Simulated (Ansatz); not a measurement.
# How fast states decay through Na2H2SeO, part 2 of 3

A new crystal, Na2H2SeO: structure, gap and complex bands. It is built by putting Se for part of the O in the NaHO structure of space group Cmcm, with the volume rescaled by atomic radii. The parent structure comes from the Materials Project.

Ansatz 0.2.0; PBEsol DFT, plane waves, PAW files (the session's first sound run).

So far. Step 2 (Cell and atoms at rest): The largest force component on a free atom ends at 0.013 eV/Å.

The structure was built from a prototype and need not be the compound's stable phase.

## Step 3: Band edges

The energy window and the wavevectors of the next steps follow from the band edges, so these are searched first, off the mesh as well.

input.yaml reads:

```yaml
crystal:
  lattice:
    - [1.9727567166, -6.0405677827, 0.0]
    - [1.9727567166, 6.0405677827, 0.0]
    - [0.0, 0.0, 3.9036922189]
  atoms:
    - { symbol: Na, position: [0.3147199091, 0.6852800909, 0.75] }
    - { symbol: Na, position: [0.6246800906, 0.3753199094, 0.25] }
    - { symbol: H, position: [0.0515842061, 0.9484157939, 0.75] }
    - { symbol: H, position: [0.9995001503, 0.0004998497, 0.25] }
    - { symbol: Se, position: [0.8772013313, 0.1227986687, 0.25] }
    - { symbol: O, position: [0.1323143127, 0.8676856873, 0.75] }
kpoints:
  mp_grid: { grid: [8, 8, 6] }
  band_path: { path: [VBM, CBM], npoints: 30 }
scf:
  occupations: { method: fixed }
hamiltonian:
  xc: pbesol
output:
  eigenvalues: true
  write_potential: true
  write_density: true
  volumetric_format: npy
  elf: true
```

Command:

```sh
$ ansatz run input.yaml --threads 2 --pin off --max-ram 4096MiB --backend cpu --events-out ev --progress --plain --runs-dir out
```

Numbers of over 12 decimals in the logs are rounded to 6 here.

The program printed:

```text
[...]
Crystal: 6 atoms, lattice volume = 93.037 Å³
Basis set: ecut = 420 eV, 1839 PW (Γ)
Bands: 27, of which v1, the nominal top of the filled ones, is band 21 counted from 1 (20 counted from 0)
Symmetry: 4 space group operations
[...]
k-points: 84 of 384 (time reversal used)
[...]
SCF iter   1: F=—  HF=-8970.720423 eV  |F-HF|=—  |Δ(HF+E_count)|=         —  Δρ=8.24e-3  dr2=6.11e-2  ethr=1.77e-3  ⟨swp⟩=4.9  Hψ=8372  notcnv=0  defer=319
[...]
SCF iter   7: F=-8970.702926 eV  HF=-8970.702926 eV  |F-HF|=1.97e-9  |Δ(HF+E_count)|=   3.02e-7  Δρ=8.63e-6  dr2=9.53e-8  ethr=2.38e-10  ⟨swp⟩=8.3  Hψ=9749  notcnv=0
SCF 1 converged in 7 iterations: F = -8970.702926 eV  dr2 = 9.53e-8
[...]
NSCF: frozen V_eff on 52 k-points
[...]
SCF converged after 7 iterations
Free energy (F): -8970.702926 eV
[...]
Internal energy: -8970.702926 eV  (E = F + TS)
E sigma→0 (E₀):  -8970.702926 eV
Fermi energy:    3.219642 eV
[...]
--- Band table (eV; the first three rows and the last of 84) ---
  k-point 0: bands = [... 17 lower, 1.6137, 1.7112, 2.8894, 3.0868, 4.7177, 6.9080, 9.4281, 10.5796, ... 2 higher]
  k-point 1: bands = [... 17 lower, 1.3812, 1.7230, 2.2100, 2.9429, 5.2907, 7.4621, 9.9156, 10.3515, ... 2 higher]
  k-point 2: bands = [... 17 lower, 0.9585, 1.1181, 1.7465, 3.0553, 6.3117, 8.0288, 9.3884, 9.7923, ... 2 higher]
  k-point 83: bands = [... 17 lower, 0.8863, 1.4416, 1.7574, 3.1103, 6.7782, 7.0961, 9.1341, 9.9483, ... 2 higher]
```

It took 54 s on 2 threads of Arm Neoverse V1, shared host; peak memory 0.44 GiB; 1.8 min of CPU time.

In the SCF lines HF is the Harris–Foulkes energy and dr2 the Hartree energy of the density residual, in eV; the loop may stop once dr2 is under the threshold and the program's other checks hold. Hψ counts applications of the Hamiltonian.

This step gave:

```yaml
free_energy: -8970.7029 eV
fermi_energy: 3.220 eV
gap_on_the_k_mesh: 1.498 eV
gap_on_path: 1.496 eV, by band count; negative where bands overlap
direct_gap_on_path: 1.631 eV
edge_places_on_path: 0, 0.7382 1/A along the path
```

Electronic bands along the path, in eV, zero at the Fermi level (highest filled level under fixed occupations); v1 is the highest filled band, c1 the lowest empty one:

| point | v4 | v3 | v2 | v1 | c1 | c2 | c3 | c4 |
| --- | --- | --- | --- | --- | --- | --- | --- | --- |
| VBM | -2.76 | -2.08 | -1.54 | 0.00 | 3.29 | 4.21 | 5.74 | 6.96 |
| halfway | -1.99 | -1.58 | -1.51 | -0.07 | 2.24 | 4.40 | 5.80 | 7.42 |
| CBM | -1.61 | -1.51 | -0.33 | -0.13 | 1.50 | 3.69 | 6.21 | 7.36 |

ELF in the ab plane of the cell as run, not the conventional one, at fractional z = 0.250, with atoms of Na and H and Se within 0.2 Å of it. It is the smooth field of the valence electrons, not physical close to the nuclei.

Ten even steps from '_' (0.01) to '@' (0.99), each cell a mean:
```
@@**..__________..++##%%%%##**##@@@@
++..____________--##%%%%%%##**%%@@@@
..____________..++##%%%%##**##%%%%++
______________::++######++++**++--__
______________::==++++==----::______
______________..::----::..__________
______......____......______....____
__..::----::..__________..--==--____
..==******==..________::++**++::____
++##%%%%##==::______--++==++==____::
##%%%%%%**==..____--++----++..__::++
%%%%%%##++--..__::++----++::__::++##
######**==::____==++==++--__::++####
********++..__::++**++::__::++##**++
++######==____::==--..__::++##++::::
##%%@@##..____....____::++##++::..==
@@@@@@==____________::++####--..--##
@@@@++..__________::++##%%**====##@@
```
Columns run along a (6.4 Å), rows up along b (6.4 Å). Atoms in or near the plane, at fractional coordinates: Na at (0.62, 0.38), H at (0.00, 0.00), Se at (0.88, 0.12).

Valence density in the ab plane of the cell as run, not the conventional one, at fractional z = 0.250, with atoms of Na and H and Se within 0.2 Å of it. It is the smooth field of the valence electrons, not physical close to the nuclei.

Values in e/Å³, 10 rows by 16 columns, each cell a mean:
```
 0  0  0  0  0  0  0  0  0  0  1  2  2  1  1  1
 0  0  0  0  0  0  0  0  0  0  0  0  0  0  0  0
 0  0  0  0  0  0  0  0  0  0  0  0  0  0  0  0
 0  0  0  0  0  0  0  0  0  0  0  0  0  0  0  0
 0  0  0  0  0  0  0  0  0  0  0  2  2  0  0  0
 0  0  0  0  0  0  0  0  0  3 12 11  2  0  0  0
 1  1  1  0  0  0  0  0  5 14 11  2  0  0  0  1
 4  1  0  0  0  0  0  1  4  3  0  0  0  1  5 10
 2  1  0  0  0  0  0  0  0  0  0  0  2 16 31 12
 1  1  0  0  0  0  0  0  0  0  0  2  8 15  6  1
```
Columns run along a (6.4 Å), rows up along b (6.4 Å). Atoms in or near the plane, at fractional coordinates: Na at (0.62, 0.38), H at (0.00, 0.00), Se at (0.88, 0.12).

Electrostatic potential energy in the ab plane of the cell as run, not the conventional one, at fractional z = 0.250, with atoms of Na and H and Se within 0.2 Å of it. With pseudopotentials it is smooth inside the atoms' cores, unlike the true potential.

Ten even steps from '0' (-44 eV) to '9' (8 eV), each cell a mean:
```
489999999997555651
899999999997567866
999999999998889889
999999999999999999
999999999999999999
999999999999999999
999999999999988889
999999999999876889
999999999997425899
999999999972006899
888999999720038999
656899998300279987
556999986002789865
657999985257898667
568999887789986677
578999888899866776
437999999999757765
059999999998567653
```
Columns run along a (6.4 Å; values clipped at the 3rd and 97th percentile), rows up along b (6.4 Å). Atoms in or near the plane, at fractional coordinates: Na at (0.62, 0.38), H at (0.00, 0.00), Se at (0.88, 0.12).

The searched edges give 1.50 eV, against 1.50 eV on the mesh.

## Step 4: Complex bands, plane (001)

This step: PBEsol DFT, plane waves, PAW files; complex bands by layer matching along the plane's normal (Ansatz 0.2.0).

The same crystal is laid in a cell whose first two vectors span the (001) plane (indices of the standard conventional cell, whose axes can be ordered otherwise than in the bulk input). At fixed energy and wavevector in the plane the solver finds all kz, real and complex. A few wavevectors are listed, (0, 0), (0, 0.4635) and (0.5, 0) in units of the plane's reciprocal vectors; the slowest state needn't be among them.

input.yaml reads:

```yaml
crystal:
  lattice:
    - [3.903692219, 0.0, 0.0]
    - [0.0, 3.945513433, 0.0]
    - [0.0, 1.972756717, 6.040567783]
  atoms:
    - { symbol: Na, position: [0.75, 0.3147199091, 0.3705601818] }
    - { symbol: Na, position: [0.25, 0.6246800906, 0.7506398188] }
    - { symbol: H, position: [0.75, 0.0515842061, 0.8968315878] }
    - { symbol: H, position: [0.25, 0.9995001503, 0.0009996994] }
    - { symbol: Se, position: [0.25, 0.8772013313, 0.2455973374] }
    - { symbol: O, position: [0.75, 0.1323143127, 0.7353713746] }
kpoints:
  mp_grid: { grid: [6, 6, 6] }
scf:
  occupations: { method: fixed }
hamiltonian:
  xc: pbesol
output:
  eigenvalues: true
  transmission:
    leads: [[0, 0]]
    kpoints: [[0.0, 0.0], [0.0, 0.4635], [0.5, 0.0]]
    e_range: [-1.0, 2.5]
    de: 0.07
```

The program printed:

```text
[...]
Crystal: 6 atoms, lattice volume = 93.037 Å³
Basis set: ecut = 420 eV, 1839 PW (Γ)
Bands: 27, of which v1, the nominal top of the filled ones, is band 21 counted from 1 (20 counted from 0)
Symmetry: 4 space group operations
[...]
k-points: 52 of 216 (time reversal used)
[...]
SCF iter   1: F=—  HF=-8970.719986 eV  |F-HF|=—  |Δ(HF+E_count)|=         —  Δρ=8.24e-3  dr2=6.11e-2  ethr=1.77e-3  ⟨swp⟩=5.0  Hψ=5185  notcnv=0  defer=200
[...]
SCF iter   7: F=-8970.702476 eV  HF=-8970.702476 eV  |F-HF|=6.26e-9  |Δ(HF+E_count)|=   3.11e-7  Δρ=8.48e-6  dr2=9.31e-8  ethr=2.38e-10  ⟨swp⟩=8.3  Hψ=6114  notcnv=0
SCF 1 converged in 7 iterations: F = -8970.702476 eV  dr2 = 9.31e-8
[...]
transmission: 8 of 24 steps passed
transmission: 16 of 24 steps passed
transmission: 24 of 24 steps passed
SCF converged after 7 iterations
Free energy (F): -8970.702476 eV
[...]
Internal energy: -8970.702476 eV  (E = F + TS)
E sigma→0 (E₀):  -8970.702476 eV
Fermi energy:    3.220299 eV
[...]
--- Band table (eV; the first three rows and the last of 52) ---
  k-point 0: bands = [... 17 lower, 1.6137, 1.7112, 2.8901, 3.0874, 4.7179, 6.9083, 9.4285, 10.5799, ... 2 higher]
  k-point 1: bands = [... 17 lower, 1.6265, 1.7000, 2.9088, 3.0642, 5.0097, 6.9317, 9.3079, 10.0206, ... 2 higher]
  k-point 2: bands = [... 17 lower, 1.6528, 1.6785, 2.9454, 3.0169, 5.7667, 6.9666, 8.5700, 9.4538, ... 2 higher]
  k-point 51: bands = [... 17 lower, 0.9687, 1.0021, 1.4227, 1.4826, 7.3943, 7.6742, 8.5240, 8.8106, ... 2 higher]
--- Transmission ---
  basis      : 137 plane waves across, 8 finite elements along
  points     : 3, as listed
  energies   : 51 from -1.000000 to 2.500000 eV about the Fermi level, 0.070000 eV apart; the leads are filled to 0.748799 eV, and channels, transmission and decay are at 0.750000 eV
  crystal 0  : Se1Na2O1H2, at the sites [0, 0], period 6.0406 Å: whole cells are its period
    offset         : up to 0.0000 Å between an atom of the period and one for which it stands
    channels       : 0.000000e0 a spin
    conductance    : none, the energies end too early or step too widely for 300 K: set another output.transmission.e_range or a lower de, or, where they end at an eighth of basis.ecutwfc, a higher one
    slowest decay  : 0.2587 /Å at (0.0000, 0.0000)
```

Run time: 21 s. Hardware: 2 threads; peak memory 0.43 GiB.

This step gave:

```
free energy                                               : -8970.7025 eV
level to which the leads are filled                       : 0.7488 eV from the Fermi level
decay constant at the filling level, zone centre          : 0.2587 Å⁻¹
decay constant at the filling level, slowest listed point : 0.2587 Å⁻¹
```

K parallel (0, 0); values up to 1.5 1/Å, a degenerate pair printed once or twice; energies at which all values exceed this have no row. Table of Im kz of the slowest decaying states by energy, zero at the highest filled level on the SCF mesh:

| energy (eV) | decay 1 (Å⁻¹) | decay 2 (Å⁻¹) | decay 3 (Å⁻¹) | decay 4 (Å⁻¹) |
| --- | --- | --- | --- | --- |
| -1.00 | 0.406 | 0.498 | 0.515 | 0.996 |
| -0.86 | 0.401 | 0.493 | 0.507 | 0.986 |
| -0.72 | 0.394 | 0.475 | 0.481 | 0.976 |
| -0.58 | 0.387 | 0.432 | 0.440 | 0.966 |
| -0.44 | 0.331 | 0.379 | 0.380 | 0.956 |
| -0.30 | 0.256 | 0.369 | 0.945 | 1.13 |
| -0.16 | 0.333 | 0.359 | 0.934 | 1.12 |
| -0.02 | 0.320 | 0.348 | 0.460 | 0.923 |
| 0.12 | 0.335 | 0.431 | 0.534 | 0.911 |
| 0.26 | 0.321 | 0.498 | 0.586 | 0.899 |
| 0.40 | 0.306 | 0.546 | 0.625 | 0.887 |
| 0.54 | 0.288 | 0.583 | 0.657 | 0.875 |
| 0.68 | 0.269 | 0.613 | 0.684 | 0.862 |
| 0.82 | 0.248 | 0.637 | 0.706 | 0.849 |
| 0.96 | 0.223 | 0.658 | 0.725 | 0.835 |
| 1.10 | 0.193 | 0.676 | 0.741 | 0.822 |
| 1.24 | 0.157 | 0.691 | 0.755 | 0.807 |
| 1.38 | 0.107 | 0.704 | 0.768 | 0.792 |
| 1.52 | 0.716 | 0.777 | 0.778 | 0.951 |
| 1.66 | 0.726 | 0.761 | 0.788 | 0.935 |
| 1.80 | 0.734 | 0.744 | 0.796 | 0.918 |
| 1.94 | 0.726 | 0.741 | 0.803 | 0.901 |
| 2.08 | 0.708 | 0.748 | 0.809 | 0.883 |
| 2.22 | 0.688 | 0.753 | 0.814 | 0.864 |
| 2.36 | 0.668 | 0.757 | 0.818 | 0.845 |
| 2.50 | 0.645 | 0.761 | 0.822 | 0.825 |

K parallel (0, 0.4635); values up to 1.5 1/Å, a degenerate pair printed once or twice; energies at which all values exceed this have no row. Table of Im kz of the slowest decaying states by energy, zero at the highest filled level on the SCF mesh:

| energy (eV) | decay 1 (Å⁻¹) | decay 2 (Å⁻¹) | decay 3 (Å⁻¹) | decay 4 (Å⁻¹) |
| --- | --- | --- | --- | --- |
| -1.0000 | 0.476 | 0.478 | 0.888 | 1.20 |
| -0.7200 | 0.500 | 0.502 | 0.885 | 1.18 |
| -0.5100 | 0.511 | 0.518 | 0.851 | 1.16 |
| -0.2300 | 0.522 | 0.534 | 0.739 | 1.13 |
| -0.0200 | 0.319 | 0.528 | 0.543 | 1.12 |
| 0.2600 | 0.532 | 0.552 | 0.779 | 1.09 |
| 0.4700 | 0.532 | 0.556 | 0.877 | 1.07 |
| 0.7500 | 0.531 | 0.561 | 0.952 | 1.04 |
| 1.0300 | 0.527 | 0.563 | 0.998 | 1.01 |
| 1.2400 | 0.522 | 0.564 | 0.989 | 1.02 |
| 1.5200 | 0.514 | 0.566 | 0.954 | 1.02 |
| 1.7300 | 0.507 | 0.568 | 0.925 | 0.988 |
| 2.0100 | 0.496 | 0.576 | 0.880 | 0.940 |
| 2.2200 | 0.487 | 0.591 | 0.838 | 0.894 |
| 2.5000 | 0.481 | 0.668 | 0.757 | 0.782 |

K parallel (0.5, 0); values up to 1.5 1/Å, a degenerate pair printed once or twice; energies at which all values exceed this have no row. The Im kz of the slowest decaying states by energy, zero at the highest filled level on the SCF mesh:

| energy (eV) | decay 1 (Å⁻¹) | decay 2 (Å⁻¹) | decay 3 (Å⁻¹) | decay 4 (Å⁻¹) |
| --- | --- | --- | --- | --- |
| -1.0000 | 0.339 | 0.448 | 1.21 | 1.24 |
| -0.7200 | 0.377 | 0.464 | 1.12 | 1.29 |
| -0.5100 | 0.400 | 0.472 | 1.03 | 1.29 |
| -0.2300 | 0.424 | 0.479 | 0.801 | 1.26 |
| -0.0200 | 0.439 | 0.482 | 0.723 | 1.24 |
| 0.2600 | 0.456 | 0.481 | 0.934 | 1.21 |
| 0.4700 | 0.466 | 0.479 | 0.988 | 1.18 |
| 0.7500 | 0.472 | 0.477 | 1.03 | 1.15 |
| 1.0300 | 0.462 | 0.487 | 1.04 | 1.11 |
| 1.2400 | 0.452 | 0.493 | 1.05 | 1.09 |
| 1.5200 | 0.435 | 0.500 | 1.05 | 1.06 |
| 1.7300 | 0.420 | 0.504 | 1.02 | 1.05 |
| 2.0100 | 0.396 | 0.511 | 0.969 | 1.05 |
| 2.2200 | 0.375 | 0.517 | 0.929 | 1.04 |
| 2.5000 | 0.341 | 0.530 | 0.865 | 1.03 |

At the listed wavevectors the last open channel is at -0.16 eV and the next at +1.52 eV on the grid. At +0.75 eV, the grid energy nearest the filling level (the middle of the gap on the SCF mesh), the slowest state at the listed wavevectors decays with κ = 0.259 Å⁻¹, its amplitude falling by e over 3.9 Å. Through 1 nm of this crystal that state's transmission falls by exp(−2 × 0.259 Å⁻¹ × 10 Å) = 0.0057.

## Step 5: Decay over the two-dimensional zone

The listed points could miss the slowest state, so one energy near mid-gap is solved on a mesh of 8×10.

Changes to input.yaml since step 4:

```diff
@@ -20,6 +20,2 @@
   eigenvalues: true
-  transmission:
-    leads: [[0, 0]]
-    kpoints: [[0.0, 0.0], [0.0, 0.4635], [0.5, 0.0]]
-    e_range: [-1.0, 2.5]
-    de: 0.07
+  transmission: { leads: [[0, 0]], kmesh: [8, 10], e_range: [0.75, 0.76], de: 0.05 }
```

The program printed:

```text
[...]
Crystal: 6 atoms, lattice volume = 93.037 Å³
Basis set: ecut = 420 eV, 1839 PW (Γ)
Bands: 27, of which v1, the nominal top of the filled ones, is band 21 counted from 1 (20 counted from 0)
Symmetry: 4 space group operations
[...]
k-points: 52 of 216 (time reversal used)
[...]
SCF iter   1: F=—  HF=-8970.719986 eV  |F-HF|=—  |Δ(HF+E_count)|=         —  Δρ=8.24e-3  dr2=6.11e-2  ethr=1.77e-3  ⟨swp⟩=5.0  Hψ=5185  notcnv=0  defer=200
[...]
SCF iter   7: F=-8970.702476 eV  HF=-8970.702476 eV  |F-HF|=6.26e-9  |Δ(HF+E_count)|=   3.11e-7  Δρ=8.48e-6  dr2=9.31e-8  ethr=2.38e-10  ⟨swp⟩=8.3  Hψ=6114  notcnv=0
SCF 1 converged in 7 iterations: F = -8970.702476 eV  dr2 = 9.31e-8
[...]
transmission: 32 of 240 steps passed
transmission: 64 of 240 steps passed
[...]
transmission: 240 of 240 steps passed
SCF converged after 7 iterations
Free energy (F): -8970.702476 eV
[...]
Internal energy: -8970.702476 eV  (E = F + TS)
E sigma→0 (E₀):  -8970.702476 eV
Fermi energy:    3.220299 eV
[...]
--- Band table (eV; the first three rows and the last of 52) ---
  k-point 0: bands = [... 17 lower, 1.6137, 1.7112, 2.8901, 3.0874, 4.7179, 6.9083, 9.4285, 10.5799, ... 2 higher]
  k-point 1: bands = [... 17 lower, 1.6265, 1.7000, 2.9088, 3.0642, 5.0097, 6.9317, 9.3079, 10.0206, ... 2 higher]
  k-point 2: bands = [... 17 lower, 1.6528, 1.6785, 2.9454, 3.0169, 5.7667, 6.9666, 8.5700, 9.4538, ... 2 higher]
  k-point 51: bands = [... 17 lower, 0.9687, 1.0021, 1.4227, 1.4826, 7.3943, 7.6742, 8.5240, 8.8106, ... 2 higher]
--- Transmission ---
  basis      : 137 plane waves across, 8 finite elements along
  points     : 30, standing for a mesh of 8 x 10
  energies   : 1 from 0.750000 to 0.750000 eV about the Fermi level; the leads are filled to 0.748799 eV, and channels, transmission and decay are at 0.750000 eV
[...]
channels       : 0.000000e0 a spin
    conductance    : none, crystal 0 has no channel at the energies, or these end too early or step too widely for 300 K: set another output.transmission.e_range or a lower de, or, where they end at an eighth of basis.ecutwfc, a higher one
    slowest decay  : 0.2587 /Å at (0.0000, 0.0000)
```

It took 23 s on 2 threads; peak memory 0.46 GiB; 45 s of CPU time.

This step gave:

```
least decay constant on the mesh : 0.2587 Å⁻¹
```

Slowest decay constant (1/Å; 0 where a channel is open) over k1 and k2. At 0.7500 eV from the Fermi level.

Values, 10 rows by 8 columns:
```
0.516 0.576 0.583 0.668 0.503 0.668 0.583 0.576
0.500 0.548 0.564 0.615 0.446 0.615 0.564 0.548
0.486 0.517 0.541 0.560 0.374 0.560 0.541 0.517
0.478 0.492 0.513 0.473 0.300 0.473 0.513 0.492
0.472 0.482 0.497 0.420 0.259 0.420 0.497 0.482
0.478 0.492 0.513 0.473 0.300 0.473 0.513 0.492
0.486 0.517 0.541 0.560 0.374 0.560 0.541 0.517
0.500 0.548 0.564 0.615 0.446 0.615 0.564 0.548
0.516 0.576 0.583 0.668 0.503 0.668 0.583 0.576
0.540 0.606 0.598 0.758 0.546 0.758 0.598 0.606
```
Columns: k1 (b1) from -0.5 to 0.375; rows upwards: k2 (b2) from -0.5 to 0.4.

The least value on the mesh is 0.259 Å⁻¹ at +0.75 eV. At that energy the listed points give about 0.259 Å⁻¹ by interpolation, so the mesh holds no clearly slower state.

(Part 2 of 3 ends here.)

[Logs are printed without paths, hosts, clocks, repeated set-up lines and the standing remarks that a program may print on its own settings, such as how far it seeks lower states.]

[Hosts, paths, dates, database ids (printed as entryN), source tags and the programs' standing remarks are cut or masked in the printed files.]

[New means built here by substitution; the compound itself may be known and measured.]
